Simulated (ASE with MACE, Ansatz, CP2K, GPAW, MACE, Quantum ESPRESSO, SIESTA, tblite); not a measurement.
# Running amorphous Si (76 atoms) with machine-learned potentials

Wanted: machine-learned potentials inputs and outputs for amorphous Si (76 atoms), checked against a plane-wave reference.

Main program and level: ASE with MACE; the method is named at each step.

### 1. Set-up

The cell holds 76 atoms: 76 Si. Cell: a = 11.521 Å, b = 11.521 Å, c = 11.521 Å, α = 90.0°, β = 90.0°, γ = 90.0°. 76 atoms (76 Si) placed at random at 2.32 g/cm³, melted at 3500 K for 10 ps at fixed volume with the Tersoff potential (Tersoff, Phys. Rev. B 39, 5566 (1989)). Quenched from 3100 K to 500 K at 10 K/ps and fixed volume, annealed at 900 K for 50 ps, held 5 ps. Then every atom was moved at random, 0.05 Å r.m.s. a Cartesian component.

The yardstick, on the same geometry:

```
method                 : Kohn-Sham DFT, PBE, PAW, plane waves (Ansatz 0.2.0); cutoff 420 eV, Γ point, fermi-dirac smearing of 0.05 eV; PAW set soft_2
r.m.s. force component : 0.9372 eV/Å
longest force          : 4.062 eV/Å
pressure               : 0.3203 GPa
SCF cycles             : 10
time                   : 5.6 s on 8 threads of Arm Neoverse V2, shared host
CPU time               : 40 s
```

### 2. MACE MPA-0 medium potential

Method: machine-learned interatomic potential MACE MPA-0 medium, trained on PBE(+U) plane-wave data.

run.py

```python
import numpy as np
from ase.io import read
import mlip  # loads the published weights by name

atoms = read("structure.xyz")
atoms.calc = mlip.calc("mace-mpa-0-medium")
energy = atoms.get_potential_energy()
forces = atoms.get_forces()
print(f"energy {energy:.6f} eV")
print("forces (eV/A)")
for i, (a, f) in enumerate(zip(atoms, forces)):
    print(f"{i:4d} {a.symbol:2s} {f[0]:10.5f} {f[1]:10.5f} {f[2]:10.5f}")
stress = -atoms.get_stress(voigt=False) * 160.21766
print("stress (GPa, compression positive)")
for row in stress:
    print(" ".join(f"{x:10.4f}" for x in row))
```

structure.xyz

```xyz
76
Lattice="11.52060 0.00000 0.00000 0.00000 11.52060 0.00000 0.00000 0.00000 11.52060" Properties=species:S:1:pos:R:3 pbc="T T T"
Si 11.02533 3.27968 0.70575
Si 7.44772 4.14442 1.22280
Si 0.78709 0.76842 2.48914
Si 3.35872 3.37842 0.84308
Si 10.29884 3.67599 6.57918
Si 8.02179 0.56866 0.51670
Si 7.95083 3.44155 6.61329
Si 5.72194 9.05439 8.61545
Si 2.39075 6.78794 3.42070
Si 2.48211 9.28053 6.75130
Si 9.97880 7.16835 5.34083
Si 9.45115 7.20026 9.27961
Si 2.92854 2.37290 10.21255
Si 1.42383 5.07552 8.41568
Si 11.45770 0.61163 8.27179
Si 3.31194 3.63440 7.95152
Si 3.42554 10.59515 0.42891
Si 0.33306 1.96035 10.37200
Si 8.85416 6.34267 1.29918
Si 11.17003 5.75281 0.52684
Si 3.20998 10.02500 4.52921
Si 6.05822 11.17245 1.74733
Si 3.62484 4.14730 5.33991
Si 7.68505 2.61149 8.94206
Si 11.11588 8.92708 8.83273
Si 2.48499 6.71697 9.98456
Si 7.45417 4.46032 10.47096
Si 3.85963 7.58217 8.16407
Si 5.06964 8.18700 4.39707
Si 6.26617 8.07721 10.69204
Si 4.55905 1.56484 2.01576
Si 5.18911 2.87070 3.94154
Si 3.87138 5.71399 0.03157
Si 0.74193 7.76212 10.95528
Si 3.67680 0.84630 4.94672
Si 11.35977 11.39791 0.40046
Si 8.85473 2.44363 1.52636
Si 1.36266 3.26494 4.71239
Si 1.35125 3.07174 2.21553
Si 6.63218 6.51236 4.58681
Si 5.66468 11.36634 8.61338
Si 8.47029 7.08160 7.06835
Si 6.36905 9.79090 5.41180
Si 9.20865 9.37938 2.91679
Si 0.63006 5.48703 2.64559
Si 3.66885 0.20553 9.87603
Si 5.80108 5.83173 10.22419
Si 7.65705 0.54181 9.65242
Si 1.27798 9.38307 0.77741
Si 7.44507 10.96266 3.58821
Si 9.47097 10.10737 0.72925
Si 8.81729 1.25978 3.62438
Si 8.61614 8.19276 11.38973
Si 5.71295 4.90040 2.88960
Si 5.16054 9.07339 0.95794
Si 0.18237 8.56522 6.65153
[... 16 atom lines left out ...]
Si 0.18594 1.61162 6.03841
Si 2.37900 1.53662 6.72527
Si 7.79541 9.32742 7.20809
Si 8.60796 7.17215 3.60825
```

Run with:

```console
$ OMP_NUM_THREADS=1 python run.py > output.txt
```

What it wrote:

```text
energy -386.963411 eV
forces (eV/A)
   0 Si   -0.22849   -0.21727   -0.02680
   1 Si   -0.69001    2.19604    0.88378
   2 Si   -0.34796    0.31475   -1.10628
   3 Si    0.00173   -0.05826   -0.41745
   4 Si    0.32752   -0.79962    0.13251
   5 Si   -0.69793   -1.51919   -0.63566
   6 Si    1.68315    1.30794    3.24035
   7 Si    0.71283   -0.19706   -0.19867
   8 Si   -0.29061   -0.06668    0.34889
   9 Si    0.04325    0.18490    0.42554
  10 Si    1.41530   -0.39868    0.57576
  11 Si    0.26921    0.49852   -0.02093
  12 Si   -1.01699    0.43955   -0.19835
  13 Si    0.35694   -0.09937    0.51832
  14 Si    0.14260   -0.21696    0.11452
  15 Si   -0.36538   -0.25820    0.15356
  16 Si   -0.72885   -1.01102    0.03461
  17 Si    0.96286   -0.58523   -0.14914
  18 Si    0.29884   -0.81424    0.71307
  19 Si   -1.07635    0.62768    0.12396
  20 Si    0.18589   -0.77434   -0.10812
  21 Si    0.59980    0.46772   -0.58069
  22 Si   -0.37622   -0.25528    0.08487
  23 Si    0.09052    2.22329   -0.79183
[...]
68 Si   -0.25394    0.34518   -0.09444
  69 Si    0.76289   -0.49082   -1.18736
  70 Si   -1.39292    0.96934    0.72874
  71 Si   -0.03669   -0.23936   -0.45982
  72 Si   -1.17068    0.65681    0.17378
  73 Si    0.72355    0.31972    0.65922
  74 Si   -0.16277   -0.13747    0.39284
  75 Si   -0.44825    0.27331   -2.06922
stress (GPa, compression positive)
    0.4282    -0.8028     0.7055
   -0.8028    -0.1213     1.1479
    0.7055     1.1479    -0.5257
```

Elapsed: 6.8 s, on 1 thread of Arm Neoverse V2, shared host; peak memory 0.87 GiB.

Banners, paths, timers and routine set-up lines are dropped from the logs unmarked, and long logs keep their key lines alone; longer cuts are marked.

Numbers from this run, and their distance from the reference:

| Item | Value |
| --- | --- |
| r.m.s. force component | 0.8117 eV/Å |
| r.m.s. difference of force components | 223.2 meV/Å |
| longest difference of force vectors | 727.1 meV/Å |
| force difference over r.m.s. force | 23.81 % |
| slope of forces against the reference's | 0.8467 |
| correlation of force components | 0.9776 |
| pressure | -0.0729 GPa |
| pressure difference | -0.3932 GPa |

The surroundings of Si51, picked at random, nearest first, numbered as they follow in the input and with coordinates relative to it.

| atom | x | y | z | distance (Å) | bonds | Fx | Fy | Fz (eV/Å) |
| --- | --- | --- | --- | --- | --- | --- | --- | --- |
| Si51 | 0.00 | 0.00 | 0.00 | 0.00 | 4 | -0.26 | 1.17 | 0.13 |
| Si53 | -0.85 | -1.91 | -0.86 | 2.27 | 4 | -0.86 | -1.14 | -1.49 |
| Si36 | 1.89 | 1.29 | -0.33 | 2.31 | 4 | 1.10 | -0.19 | 0.11 |
| Si44 | -0.26 | -0.73 | 2.19 | 2.32 | 4 | -0.78 | 0.03 | 0.58 |
| Si6 | -1.45 | 1.98 | -0.21 | 2.46 | 4 | -0.70 | -1.52 | -0.64 |
| Si49 | 3.33 | -0.72 | 0.05 | 3.41 | 4 | 0.65 | 2.18 | 1.10 |
| Si50 | -2.03 | 0.86 | 2.86 | 3.61 | 4 | 0.19 | -1.35 | 0.11 |
| Si22 | -3.41 | 1.07 | 1.02 | 3.72 | 4 | 0.60 | 0.47 | -0.58 |
| Si48 | -1.81 | 1.96 | -2.60 | 3.72 | 4 | 0.77 | -1.32 | 0.50 |

Atoms are counted from 1 here, from 0 in the log.

Forces lie 24 % from the reference's, at 0.17 times its CPU time (on 1 against 8 cores).

### 3. MACE MP-0b2 small potential

Method: machine-learned interatomic potential MACE MP-0b2 small, trained on PBE(+U) plane-wave data.

run.py: that of step 2 with these lines changed.

```diff
@@ -5,3 +5,3 @@
 atoms = read("structure.xyz")
-atoms.calc = mlip.calc("mace-mpa-0-medium")
+atoms.calc = mlip.calc("mace-mp-0b2-small")
 energy = atoms.get_potential_energy()
```

structure.xyz is that of step 2.

What it wrote:

```text
energy -386.984170 eV
forces (eV/A)
   0 Si   -0.18700   -0.13290    0.06277
   1 Si   -0.39599    1.30948    0.44019
   2 Si   -0.11259    0.24428   -0.69982
   3 Si    0.01810   -0.11307   -0.32910
   4 Si    0.36557   -0.54928    0.08252
   5 Si   -0.41998   -1.10730   -0.42997
   6 Si    1.12491    1.01132    2.19925
   7 Si    0.46339   -0.19446    0.01328
   8 Si   -0.15471    0.06598    0.09486
   9 Si   -0.00245    0.14199    0.30179
  10 Si    1.03026   -0.21959    0.45927
  11 Si    0.15401    0.30033   -0.01780
  12 Si   -0.57911    0.30869   -0.00595
  13 Si    0.33323   -0.09180    0.29130
  14 Si    0.09667   -0.07034    0.02055
  15 Si   -0.18948   -0.13910    0.11959
  16 Si   -0.36179   -0.60494   -0.08065
  17 Si    0.61299   -0.23609   -0.19693
  18 Si    0.19727   -0.53417    0.48882
  19 Si   -0.54005    0.37877    0.07404
  20 Si    0.07860   -0.37304   -0.12285
  21 Si    0.45005    0.35318   -0.30222
  22 Si   -0.28254   -0.17553    0.05960
  23 Si   -0.02603    1.82092   -0.51901
[...]
68 Si   -0.16884    0.25261   -0.12138
  69 Si    0.40489   -0.24841   -0.76577
  70 Si   -0.99539    0.67307    0.56095
  71 Si   -0.05047   -0.06406   -0.16434
  72 Si   -0.83140    0.29088    0.07779
  73 Si    0.47992    0.15655    0.42299
  74 Si   -0.21876   -0.16444    0.23374
  75 Si   -0.22432    0.16886   -1.39271
stress (GPa, compression positive)
    0.6478    -0.4610     0.3897
   -0.4610     0.4860     0.6868
    0.3897     0.6868     0.2799
```

Wall time 5.4 s (1 thread); peak memory 0.67 GiB.

Against the reference:

```yaml
r_m_s_force_component: 0.5535 eV/Å
r_m_s_difference_of_force_components: 422.1 meV/Å
longest_difference_of_force_vectors: 1490 meV/Å
force_difference_over_r_m_s_force: 45.04 %
slope_of_forces_against_the_reference_s: 0.5729
correlation_of_force_components: 0.9702
pressure: 0.4712 GPa
pressure_difference: 0.1509 GPa
```

Against the first run (24 %), the force difference from the reference is 45 %, at 0.79 times the CPU time.

### 4. MACE MP-0b3 medium potential

Method: machine-learned interatomic potential MACE MP-0b3 medium, trained on PBE(+U) plane-wave data.

run.py: that of step 3 with these lines changed.

```diff
@@ -5,3 +5,3 @@
 atoms = read("structure.xyz")
-atoms.calc = mlip.calc("mace-mp-0b2-small")
+atoms.calc = mlip.calc("mace-mp-0b3-medium")
 energy = atoms.get_potential_energy()
```

structure.xyz is that of step 3.

What it wrote:

```text
energy -386.712636 eV
forces (eV/A)
   0 Si   -0.11803   -0.21080    0.04608
   1 Si   -0.42958    1.48761    0.48235
   2 Si   -0.12676    0.26426   -0.99433
   3 Si   -0.05090   -0.17398   -0.29553
   4 Si    0.24450   -0.64109   -0.06494
   5 Si   -0.53697   -1.27078   -0.42322
   6 Si    1.32203    1.34594    2.79581
   7 Si    0.49569   -0.24487   -0.01408
   8 Si   -0.25182    0.12522    0.25256
   9 Si    0.02281    0.10926    0.27974
  10 Si    1.07280   -0.37318    0.46226
  11 Si    0.24375    0.40132   -0.03675
  12 Si   -0.73044    0.37309   -0.12808
  13 Si    0.47952   -0.11160    0.45030
  14 Si    0.14365    0.01857    0.06769
  15 Si   -0.32343   -0.09211    0.01250
  16 Si   -0.50781   -0.76995   -0.07232
  17 Si    0.74093   -0.35083   -0.16836
  18 Si    0.33298   -0.64834    0.49533
  19 Si   -0.80175    0.47259    0.04203
  20 Si    0.16242   -0.57202   -0.09907
  21 Si    0.58138    0.48328   -0.43417
  22 Si   -0.22622   -0.18720    0.14021
  23 Si    0.08330    1.83943   -0.75713
[...]
68 Si   -0.21931    0.25182   -0.17398
  69 Si    0.55584   -0.18297   -0.83435
  70 Si   -1.09785    0.83368    0.68004
  71 Si   -0.02737   -0.12984   -0.22844
  72 Si   -0.89141    0.45208    0.15112
  73 Si    0.52920    0.24446    0.47111
  74 Si   -0.16911   -0.25595    0.28385
  75 Si   -0.29987    0.21437   -1.48098
stress (GPa, compression positive)
    0.0920    -0.4823     0.5347
   -0.4823    -0.0756     0.7915
    0.5347     0.7915    -0.1855
```

The job ended after 6.6 s (1 thread; peak memory 0.91 GiB).

Numbers from this run, and their distance from the reference:

| Property | Result |
| --- | --- |
| r.m.s. force component | 0.6455 eV/Å |
| r.m.s. difference of force components | 347 meV/Å |
| longest difference of force vectors | 1136 meV/Å |
| force difference over r.m.s. force | 37.03 % |
| slope of forces against the reference's | 0.6686 |
| correlation of force components | 0.9708 |
| pressure | -0.0564 GPa |
| pressure difference | -0.3767 GPa |

Against the first run (24 %), the force difference from the reference is 37 %, at 0.97 times the CPU time.

### 5. All runs compared

Differences are against the plane-wave reference, forces as r.m.s. over components; share is that over the reference's r.m.s. force, slope the least-squares factor from reference forces to these. Total energies of different programs have different zeros and aren't compared.

| run | Δ force, r.m.s. (meV/Å) | share (%) | slope | Δ pressure (GPa) | cores | CPU time | memory (GiB) |
| --- | --- | --- | --- | --- | --- | --- | --- |
| reference | - | - | - | - | 8 | 40 s | 1.4 |
| MACE MPA-0 medium potential | 223 | 23.8 | 0.847 | -0.393 | 1 | 6.8 s | 0.87 |
| MACE MP-0b2 small potential | 422 | 45.0 | 0.573 | 0.151 | 1 | 5.4 s | 0.67 |
| MACE MP-0b3 medium potential | 347 | 37.0 | 0.669 | -0.377 | 1 | 6.6 s | 0.91 |

Times of the machine-learned potentials are mostly Python's start and the loading of weights.

CPU time is summed over cores on a shared host, where runs went side by side, so it is rough. Symmetry, cutoffs, thresholds, outputs and thread counts weren't matched or tuned between programs; memory under MPI is the largest rank's times the ranks.

### 6. Summary of results

* nearest in forces: MACE MPA-0 medium potential, 24 %
* its CPU time: 6.8 s

In words: Machine-learned potentials differ by 24 % (MACE MPA-0 medium potential) to 45 % (MACE MP-0b2 small potential); they were trained on other programs' data. Among those trained on PBE data the slope goes as low as 0.57, which softening far from their training structures can give, though the reference's k-sampling is untested too. Machine-learned potentials mimic data converged in k, so the reference's own k-point error enters their differences. The quench rate of 10 K/ps is many orders above laboratory rates, so the cell is likely richer in defects and strain than a real sample. The network of bonds at the start is that of the classical potential that made the cell, and needn't be the one that DFT or experiment would give. The electronic-structure runs sample only Γ, in a cell whose shortest periodic width is 12 Å, which is coarse for a cell with partly filled levels.

[Also dropped from logs without a mark: logging warnings of Python, and SIESTA's first energy breakdown and zero terms.]

[Logs are printed without paths, hosts, clocks, repeated set-up lines and the standing remarks that a program may print on its own settings, such as how far it seeks lower states.]

[Hosts, paths, dates, database ids (printed as entryN), source tags and the programs' standing remarks are cut or masked in the printed files.]
